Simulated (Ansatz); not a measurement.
# Work function of Ag(111): what the settings cost and change, part 2 of 2

Aim: the work function of Ag(111) across levels of theory at one geometry.

Ansatz 0.2.0; plane-wave DFT, PBE, Ansatz PAW (the session's first sound run).

So far, work function, upper face (eV): step 2 (slab, setting PBE, Ansatz PAW (420 eV)) 4.45; step 5 (RPBE) 4.25; step 6 (r2SCAN) 4.41; step 7 (PBE JTH) 4.45; step 8 (PBE norm-conserving) 4.45.

### Step 9. Run

This step: plane-wave DFT, LDA, norm-conserving (Ansatz 0.2.0).

Input file input.yaml:

```yaml
crystal:
  lattice:
    - [2.8920667351, 0.0, 0.0]
    - [1.4460333675, 2.504603262, 0.0]
    - [0.0, 0.0, 32.1681756059]
  atoms:
    - { symbol: Ag, position: [0.0, 0.0, 0.2797796216] }
    - { symbol: Ag, position: [0.3333333333, 0.3333333333, 0.3531864144] }
    - { symbol: Ag, position: [0.6666666667, 0.6666666667, 0.4265932072] }
    - { symbol: Ag, position: [0.0, 0.0, 0.5] }
    - { symbol: Ag, position: [0.3333333333, 0.3333333333, 0.5734067928] }
    - { symbol: Ag, position: [0.6666666667, 0.6666666667, 0.6468135856] }
    - { symbol: Ag, position: [0.0, 0.0, 0.7202203784] }
kpoints:
  mp_grid: { grid: [16, 16, 1] }
hamiltonian:
  xc: lda
  pseudopotentials: { kind: nc }
scf:
  occupations: { method: fermi_dirac, width: 0.1 }
  convergence: { dr2_threshold: 1.0e-09 }
efield:
  axis: 3
  dipole_correction: true
  ramp_position: 0.97
  ramp_width: 0.06
output:
  write_potential: true
  write_density: true
  volumetric_format: npy
```

On the command line:

```
$ ansatz run input.yaml --threads 4 --pin off --max-ram 6144MiB --backend cpu --events-out ev --progress --plain --runs-dir out
```

Numbers of over 12 decimals in the logs are rounded to 6 here.

What it wrote:

```text
[...]
Crystal: 7 atoms, lattice volume = 233.010 Å³
Basis set: ecut = 1170.089609 eV, 20879 PW (Γ)
Bands: 80, of which v1, the nominal top of the filled ones, is band 67 counted from 1 (66 counted from 0)
Symmetry: 6 space group operations
k-points: 30 of 256 (time reversal used)
[...]
k-point 0: bands = [... 63 lower, 3.1651, 3.3549, 3.3549, 3.4625, 3.4625, 4.3511, 5.9295, 6.4147, ... 9 higher]
  k-point 1: bands = [... 63 lower, 3.1670, 3.2794, 3.3579, 3.4672, 3.5886, 4.6517, 6.1258, 6.6697, ... 9 higher]
  k-point 2: bands = [... 63 lower, 3.1707, 3.3376, 3.3656, 3.4799, 4.0622, 5.2081, 6.6270, 7.3283, ... 9 higher]
  k-point 29: bands = [... 63 lower, 8.5834, 8.9289, 9.4858, 10.0607, 10.1390, 10.2909, 10.5794, 10.6316, ... 9 higher]
[key lines of the parts left out:]
SCF converged after 9 iterations
Free energy (F): -29520.628321 eV
Fermi energy:    6.347609 eV
Dipole field:    D = -0.000001 V/Å  (p = -0.000001 e·Å, saw-weighted, corrected)
Work function:   Φ+ = 4.8779 eV   Φ− = 4.8778 eV
```

Wall time 2.7 min (4 threads of Arm Neoverse N1, shared host); peak memory 3.2 GiB.

The work function is 4.878 eV, +0.427 eV from the run “PBE, Ansatz PAW (420 eV)”, at 4.8 times its CPU time.

### Step 10. Slab, setting PBE, all layers relaxed

This step: plane-wave DFT, PBE, Ansatz PAW (Ansatz 0.2.0).

Changes to input.yaml since step 9:

```diff
@@ -16,4 +16,3 @@
 hamiltonian:
-  xc: lda
-  pseudopotentials: { kind: nc }
+  xc: pbe
 scf:
@@ -26,2 +25,5 @@
   ramp_width: 0.06
+relax:
+  f_tol: 0.01
+  max_steps: 40
 output:
```

What it wrote:

```text
[...]
Crystal: 7 atoms, lattice volume = 233.010 Å³
Basis set: ecut = 420 eV, 4547 PW (Γ), exchange–correlation on 40×40×432 points (8 copies of the dense FFT grid, shifted against one another)
Bands: 80, of which v1, the nominal top of the filled ones, is band 67 counted from 1 (66 counted from 0)
Symmetry: 6 space group operations
[...]
- { symbol: Ag, position: [0.333333, 0.333333, 0.350114] }
    - { symbol: Ag, position: [0.666667, 0.666667, 0.424904] }
    - { symbol: Ag, position: [0, 0, 0.500000] }
    - { symbol: Ag, position: [0.333333, 0.333333, 0.575096] }
    - { symbol: Ag, position: [0.666667, 0.666667, 0.649886] }
    - { symbol: Ag, position: [1.1517223102954063e-18, 1.686238494675215e-18, 0.725067] }
[key lines of the parts left out:]
SCF converged after 8 iterations
Free energy (F): -53133.197398 eV
Fermi energy:    6.717638 eV
Dipole field:    D = -0.000001 V/Å  (p = -0.000001 e·Å, saw-weighted, corrected)
Work function:   Φ+ = 4.4867 eV   Φ− = 4.4866 eV
```

Run time: 82 s. Hardware: 4 threads; peak memory 0.89 GiB.

The relaxation took 3 steps and lowered the energy by 0.024 eV; the largest force on the free atoms ends at 0.0011 eV/Å.

The work function is 4.487 eV, +0.036 eV from the run “PBE, Ansatz PAW (420 eV)”, at 2.4 times its CPU time.

### Step 11. Run

This step: plane-wave DFT, PBE, fully relativistic PAW with spin-orbit coupling (Ansatz 0.2.0).

Changes to input.yaml since step 10:

```diff
@@ -17,2 +17,3 @@
   xc: pbe
+  pseudopotentials: { kind: paw_fr }
 scf:
@@ -25,5 +26,5 @@
   ramp_width: 0.06
-relax:
-  f_tol: 0.01
-  max_steps: 40
+magnetization:
+  noncollinear: true
+  spin_orbit: true
 output:
```

What it wrote:

```text
[...]
non-collinear run that drives no moment, with spin-orbit: no starting moment large enough to seed its density (crystal.atoms[].spin), no starting occupations that ask for one, no magnetisation constraint and no magnetic field, so the semilocal B_xc is pinned to zero
Crystal: 7 atoms, lattice volume = 233.010 Å³
[...]
k-point 1: bands = [... 129 lower, 3.5945, 3.7160, 3.7160, 3.8247, 3.8247, 3.9829, 3.9829, 5.0501, ... 23 higher]
  k-point 2: bands = [... 129 lower, 3.6504, 3.7596, 3.7596, 3.8098, 3.8098, 4.4461, 4.4461, 5.5999, ... 23 higher]
  k-point 29: bands = [... 129 lower, 9.3321, 9.8798, 9.8798, 10.4490, 10.4490, 10.5521, 10.5521, 10.7013, ... 23 higher]
[key lines of the parts left out:]
SCF converged after 11 iterations
Magnetization: |M| = 0.0000 μB,  M = (+0.0000, +0.0000, +0.0000) μB
Free energy (F): -53149.633390 eV
Fermi energy:    6.746960 eV
Dipole field:    D = -0.000000 V/Å  (p = -0.000000 e·Å, saw-weighted, corrected)
Work function:   Φ+ = 4.4554 eV   Φ− = 4.4555 eV
```

It took 5.3 min on 4 threads; peak memory 3.8 GiB; 21 min of CPU time.

The work function is 4.455 eV, +0.005 eV from the run “PBE, Ansatz PAW (420 eV)”, at 9.4 times its CPU time.

### Step 12. The series together

Times are for 4 threads of Arm Neoverse N1, shared host. Results by setting:

```
no.                                setting  work function, upper face (eV)     time  memory (GiB)
  1               PBE, Ansatz PAW (420 eV)                           4.450     37 s             1
  2               LDA, Ansatz PAW (420 eV)                           4.875     37 s          0.99
  3            PBEsol, Ansatz PAW (420 eV)                           4.584     38 s             1
  4              RPBE, Ansatz PAW (420 eV)                           4.251     37 s             1
  5            r2SCAN, Ansatz PAW (500 eV)                           4.410     98 s           1.6
  6                 PBE, JTH PAW (1380 eV)                           4.446  2.1 min             3
  7          PBE, norm-conserving (960 eV)                           4.450  2.2 min           2.5
  8         LDA, norm-conserving (1170 eV)                           4.878  2.7 min           3.2
  9                PBE, all layers relaxed                           4.487     82 s          0.89
 10  PBE with spin-orbit coupling (420 eV)                           4.455  5.3 min           3.8
```

### Step 13. Varying the input

This step: plane-wave DFT, PBE, Ansatz PAW (Ansatz 0.2.0).

An input spoilt on purpose, to show how the run answers: it repeats the earlier run “PBE, Ansatz PAW (420 eV)” with efield.axis from 3 to 0, and scf.max_iter set to 50; its output block differs too.

Changes to input.yaml since step 11:

```diff
@@ -17,3 +17,2 @@
   xc: pbe
-  pseudopotentials: { kind: paw_fr }
 scf:
@@ -21,4 +20,5 @@
   convergence: { dr2_threshold: 1.0e-09 }
+  max_iter: 50
 efield:
-  axis: 3
+  axis: 0
   dipole_correction: true
@@ -26,5 +26,2 @@
   ramp_width: 0.06
-magnetization:
-  noncollinear: true
-  spin_orbit: true
 output:
```

What it wrote:

```text
Error: invalid value for `efield.axis`: must be in [1, 3]; got 0
```

Elapsed: 0.02 s, on 4 threads; peak memory 0.1 GiB.

The program refused the input before any cycle.

The program's message: “Error: invalid value for `efield.axis`: must be in [1, 3]; got 0”

The fault put into the input: an axis of 0, outside the range 1 to 3.

### Step 14. Results

| Property | Result |
| --- | --- |
| work function, PBE, Ansatz PAW (420 eV) | 4.450 eV |
| work function, LDA, Ansatz PAW (420 eV) | 4.875 eV |
| work function, RPBE, Ansatz PAW (420 eV) | 4.251 eV |
| work function, r2SCAN, Ansatz PAW (500 eV) | 4.410 eV |
| work function, LDA, norm-conserving (1170 eV) | 4.878 eV |
| work function, PBE, all layers relaxed | 4.487 eV |
| work function, PBE with spin-orbit coupling (420 eV) | 4.455 eV |

In words: PBE on the default files gives 4.45 eV, and the settings tried spread the value from 4.25 to 4.88 eV. At one geometry LDA lies 0.42 eV above PBE. The choice of pseudopotentials moves the PBE value by 0.004 eV. Relaxing the layers changes it by +0.036 eV. Spin-orbit coupling, on the fully relativistic files, changes it by +0.01 eV. The ladder's slabs use the tabulated experimental lattice constant (two decimals; a low-temperature value for the alkali metals).

Comparison with the measured values:

| quantity | measured | PBE, Ansatz PAW (420 eV) | RPBE, Ansatz PAW (420 eV) | r2SCAN, Ansatz PAW (500 eV) | LDA, norm-conserving (1170 eV) | PBE, all layers relaxed | PBE with spin-orbit coupling (420 eV) |
| --- | --- | --- | --- | --- | --- | --- | --- |
| work function (clean (111) face, a compiled value) (eV) | 4.53 | 4.45 (-0.08 eV) | 4.25 (-0.28 eV) | 4.41 (-0.12 eV) | 4.88 (+0.35 eV) | 4.49 (-0.04 eV) | 4.46 (-0.07 eV) |

Of 8 levels, the nearest, the farthest and some others are shown.

Measured values from arxiv:1902.07811 (2019).

Verdict: For the work function, of the levels listed nearest comes PBE, all layers relaxed (-0.04 eV, good agreement) and farthest LDA, norm-conserving (1170 eV) (+0.35 eV, a clear miss). The grades are ours: good and fair within 3 and 7 % for the work function.

[Logs are printed without paths, hosts, clocks, repeated set-up lines and the standing remarks that a program may print on its own settings, such as how far it seeks lower states.]

[Hosts, paths, dates, database ids (printed as entryN), source tags and the programs' standing remarks are cut or masked in the printed files.]

[Maps of the electrostatic potential energy from Ansatz leave out the sawtooth potential of an applied field or a dipole correction, so their vacuum need not be flat; planar profiles and work functions include it.]
